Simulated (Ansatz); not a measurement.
# What went wrong? I4_1/a (COD entry) ReH4NO4, size series (40 atoms)

Program: Ansatz 0.2.0. The cell: 4 Re, 16 H, 4 N and 16 O.

Input file input.yaml:

```yaml
crystal:
  lattice:
    - [11.34005735, 0.0, 0.0]
    - [0.0, 11.34005735, 0.0]
    - [0.0, 0.0, 23.43052494]
  atoms:
    - { symbol: Re, position: [0.50542, 0.99135, 0.24782] }
    - { symbol: Re, position: [0.99396, 0.49899, 0.74592] }
    - { symbol: Re, position: [0.99357, 0.99919, 0.49934] }
    - { symbol: Re, position: [0.50293, 0.50882, 0.00054] }
    - { symbol: H, position: [0.96028, 0.35517, 0.30549] }
    - { symbol: H, position: [0.53867, 0.14539, 0.79162] }
    - { symbol: H, position: [0.62087, 0.46603, 0.54763] }
    - { symbol: H, position: [0.87642, 0.0409, 0.05648] }
    - { symbol: H, position: [0.04166, 0.14046, 0.94658] }
    - { symbol: H, position: [0.4574, 0.37389, 0.45295] }
    - { symbol: H, position: [0.36273, 0.03781, 0.70575] }
    - { symbol: H, position: [0.13858, 0.46388, 0.20759] }
    - { symbol: H, position: [0.45756, 0.86677, 0.79246] }
    - { symbol: H, position: [0.04181, 0.61826, 0.30354] }
    - { symbol: H, position: [0.14162, 0.94181, 0.04878] }
    - { symbol: H, position: [0.36644, 0.55488, 0.54861] }
    - { symbol: H, position: [0.55287, 0.63862, 0.45528] }
    - { symbol: H, position: [0.96099, 0.87609, 0.9418] }
    [... 16 atom lines left out ...]
    - { symbol: O, position: [0.36712, 0.70488, 0.92311] }
    - { symbol: O, position: [0.14057, 0.80332, 0.41987] }
    - { symbol: O, position: [0.80289, 0.88441, 0.57868] }
    - { symbol: O, position: [0.69578, 0.64963, 0.07936] }
    - { symbol: O, position: [0.63955, 0.8112, 0.33202] }
    - { symbol: O, position: [0.87947, 0.71255, 0.83514] }
kpoints:
  mp_grid: { grid: [2, 2, 1] }
hamiltonian:
  xc: r2scan
scf:
  occupations: { method: gaussian, width: 0.05 }
  max_iter: 80
output:
  forces: true
```

On the command line:

```console
ansatz run input.yaml --threads 4 --pin off --max-ram 8192MiB --backend cpu --events-out ev --progress --plain --runs-dir out
```

What it wrote:

```text
Engine: ansatz 0.2.0, aarch64-unknown-linux-gnu
Pseudopotentials: kind: paw
Pseudopotential: Re, paw, valence charge 15, recommended cutoff 500 eV (meta_gga), Re.paw.azcp
Pseudopotential: H, paw, valence charge 1, recommended cutoff 500 eV (meta_gga), H.paw.azcp
Pseudopotential: N, paw, valence charge 5, recommended cutoff 500 eV (meta_gga), N.paw.azcp
Pseudopotential: O, paw, valence charge 6, recommended cutoff 500 eV (meta_gga), O.paw.azcp
[... 6 lines on functional and potentials left out ...]
Crystal: 40 atoms, lattice volume = 3013.093 Å³
Basis set: ecut = 500 eV, 76509 PW (Γ), exchange–correlation on 360×360×720 points (64 copies of the dense FFT grid, shifted against one another)
Bands: 136, of which v1, the nominal top of the filled ones, is band 96 counted from 1 (95 counted from 0)
Symmetry: 1 space group operations
Space group: P1 (ITA 1), of the structure as read, at distance tolerance 1.4e-4 Å
k-points: 4
[... 12 lines on functional and potentials left out ...]
Initial density: superposition of atomic densities (neutral atoms: chi_scale 0, normalization atom), corrected by the library's trained network
Initial wavefunctions: pseudopotential atomic-orbital guess
Functional: x = r2scan, c = r2scan; τ floored in thin density (d = 2e-4 eV/Å³)
SCF iter   1: F=—  HF=-54224.147954 eV  |F-HF|=—  |Δ(HF+E_count)|=         —  Δρ=6.27e-2  dr2=3.54e2  dr2_τ=9.06e0  ethr=1.77e-3  ⟨swp⟩=5.0  Hψ=1868  notcnv=0  defer=13
preconditioner: auto → LDOS  [metal: Δε(μ)=0.009 eV  Ē_g=2.854 eV  σ=0.050 eV  W_gap=0.11  n_scr=248 (ndim 8)  ℏωp=7.7 eV  f_vac=0.623  D(μ)=140.81/eV (n_scr^D=1252)  β→1.0]
SCF iter   2: F=—  HF=-54241.906473 eV  |F-HF|=—  |Δ(HF+E_count)|=    1.78e1  Δρ=1.31e-1  dr2=1.74e3  dr2_τ=9.58e1  ethr=1.77e-3  ⟨swp⟩=3.0  Hψ=1357  notcnv=0  defer=72  recentre
SCF iter   3: F=—  HF=-54229.261351 eV  |F-HF|=—  |Δ(HF+E_count)|=    1.26e1  Δρ=8.27e-2  dr2=5.75e2  dr2_τ=2.40e1  ethr=1.77e-3  ⟨swp⟩=3.0  Hψ=1225  notcnv=0  defer=88
SCF iter   4: F=—  HF=-54218.877852 eV  |F-HF|=—  |Δ(HF+E_count)|=    1.04e1  Δρ=6.38e-2  dr2=2.99e2  dr2_τ=1.59e1  ethr=1.77e-3  ⟨swp⟩=3.0  Hψ=1104  notcnv=0  defer=56
SCF iter   5: F=—  HF=-54220.888105 eV  |F-HF|=—  |Δ(HF+E_count)|=    2.01e0  Δρ=7.06e-2  dr2=3.63e2  dr2_τ=1.63e1  ethr=1.77e-3  ⟨swp⟩=2.0  Hψ=1036  notcnv=0  defer=72
SCF iter   6: F=—  HF=-54214.614852 eV  |F-HF|=—  |Δ(HF+E_count)|=    6.27e0  Δρ=3.20e-2  dr2=6.99e1  dr2_τ=2.64e0  ethr=1.77e-3  ⟨swp⟩=2.0  Hψ=1027  notcnv=0  defer=66
SCF iter   7: F=—  HF=-54213.397919 eV  |F-HF|=—  |Δ(HF+E_count)|=    1.22e0  Δρ=2.47e-2  dr2=4.23e1  dr2_τ=6.40e-1  ethr=1.77e-3  ⟨swp⟩=2.0  Hψ=540  notcnv=0  defer=66
SCF iter   8: F=—  HF=-54215.578630 eV  |F-HF|=—  |Δ(HF+E_count)|=    2.18e0  Δρ=5.77e-2  dr2=2.26e2  dr2_τ=9.18e0  ethr=1.77e-3  ⟨swp⟩=2.0  Hψ=724  notcnv=0  defer=64  recentre
SCF iter   9: F=—  HF=-54213.108969 eV  |F-HF|=—  |Δ(HF+E_count)|=    2.47e0  Δρ=1.99e-2  dr2=2.60e1  dr2_τ=1.03e0  ethr=1.77e-3  ⟨swp⟩=2.0  Hψ=686  notcnv=0  defer=64
SCF iter  10: F=—  HF=-54212.935374 eV  |F-HF|=—  |Δ(HF+E_count)|=   1.74e-1  Δρ=2.83e-2  dr2=5.22e1  dr2_τ=1.75e0  ethr=1.77e-3  ⟨swp⟩=1.0  Hψ=628  notcnv=0  defer=64
[...]
SCF iter  30: F=—  HF=-54212.921416 eV  |F-HF|=—  |Δ(HF+E_count)|=   3.30e-5  Δρ=6.75e-5  dr2=2.41e-4  dr2_τ=5.04e-6  ethr=2.30e-7  ⟨swp⟩=1.0  Hψ=480  notcnv=0  defer=64
SCF iter  31: F=—  HF=-54212.921424 eV  |F-HF|=—  |Δ(HF+E_count)|=   8.58e-6  Δρ=5.01e-5  dr2=8.92e-5  dr2_τ=2.60e-6  ethr=1.25e-7  ⟨swp⟩=1.0  Hψ=480  notcnv=0  defer=64
SCF iter  32: F=—  HF=-54212.921434 eV  |F-HF|=—  |Δ(HF+E_count)|=   9.41e-6  Δρ=4.15e-5  dr2=4.34e-5  dr2_τ=2.19e-6  ethr=4.64e-8  ⟨swp⟩=1.0  Hψ=480  notcnv=0  defer=64
SCF iter  33: F=—  HF=-54212.921434 eV  |F-HF|=—  |Δ(HF+E_count)|=   3.54e-7  Δρ=3.45e-5  dr2=3.31e-5  dr2_τ=1.48e-6  ethr=2.26e-8  ⟨swp⟩=1.0  Hψ=480  notcnv=0  defer=64
SCF iter  34: F=—  HF=-54212.921433 eV  |F-HF|=—  |Δ(HF+E_count)|=   9.89e-7  Δρ=1.76e-5  dr2=1.17e-5  dr2_τ=3.96e-7  ethr=1.73e-8  ⟨swp⟩=1.0  Hψ=480  notcnv=0  defer=64
SCF iter  35: F=—  HF=-54212.921432 eV  |F-HF|=—  |Δ(HF+E_count)|=   7.21e-7  Δρ=1.19e-5  dr2=4.92e-6  dr2_τ=2.31e-7  ethr=6.11e-9  ⟨swp⟩=1.0  Hψ=480  notcnv=0  defer=64
SCF iter  36: F=—  HF=-54212.921432 eV  |F-HF|=—  |Δ(HF+E_count)|=   4.51e-7  Δρ=9.73e-6  dr2=3.94e-6  dr2_τ=1.71e-7  ethr=2.56e-9  ⟨swp⟩=1.0  Hψ=480  notcnv=0  defer=64
SCF iter  37: F=—  HF=-54212.921432 eV  |F-HF|=—  |Δ(HF+E_count)|=   2.55e-7  Δρ=5.37e-6  dr2=1.53e-6  dr2_τ=4.89e-8  ethr=2.05e-9  ⟨swp⟩=1.0  Hψ=480  notcnv=0  defer=64
SCF iter  38: F=—  HF=-54212.921432 eV  |F-HF|=—  |Δ(HF+E_count)|=  3.06e-10  Δρ=4.69e-6  dr2=1.21e-6  dr2_τ=2.19e-8  ethr=5.21e-10  ⟨swp⟩=3.0  Hψ=1102  notcnv=0
SCF iter  39: F=-54212.921431 eV  HF=-54212.921432 eV  |F-HF|=9.88e-7  |Δ(HF+E_count)|=   7.89e-8  Δρ=4.89e-6  dr2=9.28e-7  dr2_τ=2.73e-8  ethr=5.21e-10  ⟨swp⟩=3.0  Hψ=1063  notcnv=0
SCF 1 converged in 39 iterations: F = -54212.921431 eV  dr2 = 9.28e-7
[...]
SCF converged after 39 iterations
Free energy (F): -54212.921431 eV
Harris-Foulkes:  -54212.921432 eV  (|F-HF|=9.88e-7)
Internal energy: -54212.679220 eV  (E = F + TS)
E sigma→0 (E₀):  -54212.800325 eV
Entropy (-TS):   -0.242210 eV (-6.055 meV/atom)
Fermi energy:    -5.790878 eV
--- Per-component energies (eV) ---
  E_band       = -3516.507966
  E_kinetic    = 5336.424056
  E_local      = -24866.779560  (includes V_loc(G=0)·N_el)
  E_nonlocal   = 1210.030986
  E_hartree    = 9554.353531
  E_xc         = -2903.830999
  E_vxc        = -3348.830808  (∫ρ·V_xc dr)
  E_paw        = -37797.525880  (= ΣΔE_a)
  E_vpaw       = -1186.649448  (= ΣTr[D̂ρ^β])
  E_aug_tail   = 0.010725  (compensation charges beyond the density's cutoff)
  E_vtau       = 230.593401  (kinetic-family band-sum trace: ∫τ·v_τ [+ j·A + Jᵃ·Aᵃ] dr)
  E_ewald      = -4742.849283
  E_core_change = -2.512795  (= ΣΔE_core)
  E_smearing   = -0.242210  (= −TS)
  E_closure    = -0.000000  (closes the sum)
  Σ components = -54212.921431   (vs F -54212.921431, Δ=0.00e0)
--- Forces (eV/Å), atoms counted from 1 ---
  atom   1  Re     0.49656026    -0.23570423    -0.39622764
  atom   2  Re     0.42459967    -0.20261754    -0.26560791
  atom   3  Re    -0.19817761     0.38845596     0.26413669
  atom   4  Re    -0.01876177     0.62104223    -0.13906771
  atom   5  H      0.38575805     1.54852451    -1.59270483
  atom   6  H     -0.28263806    -2.05905465    -0.96703796
  atom   7  H     -3.12181702     0.87072889    -1.63248967
  atom   8  H      2.06126232    -0.49822152    -2.40237075
  atom   9  H     -0.93885408    -2.17113319     1.91871775
  atom  10  H      0.29332978     2.21055221     1.93072672
  atom  11  H      2.60111775    -1.21664083     1.10779758
  atom  12  H     -3.29204974     0.64860781     1.44940606
  atom  13  H      1.45968681     2.64570669    -2.52521407
  atom  14  H     -0.73470592    -1.96329338    -2.12135111
[...]
atom  39  O     -1.16434956     1.44399985    -1.40552430
  atom  40  O      0.62299833    -1.04292289    -0.89709142
  max |Σ_I F_I| component: 6.59e-5 eV/Å
```

It took 5.8 min on 4 threads of Arm Neoverse V2, shared host; peak memory 6.8 GiB; 23 min of CPU time.

Reading the cycles: dr2 is the Hartree energy of the density residual (eV), the measure of convergence; HF is the Harris–Foulkes estimate of the energy, which meets the free energy F at convergence.

Against a sound run (Kohn-Sham DFT, r2SCAN, PAW (set soft_2), plane waves):

- r.m.s. difference of force components: 2990 meV/Å
- longest difference of force vectors: 12770 meV/Å
- force difference over r.m.s. force: 120.1 %

**Question.** What is wrong with this input, and how is it mended?

A lattice typed in bohr: crystal.lattice.

The fix is to type the lattice in Å.

The run converged all the same, so the exit status doesn't show the fault.

[Logs are printed without paths, hosts, clocks, repeated set-up lines and the standing remarks that a program may print on its own settings, such as how far it seeks lower states.]

[Hosts, paths, dates, database ids (printed as entryN), source tags and the programs' standing remarks are cut or masked in the printed files.]
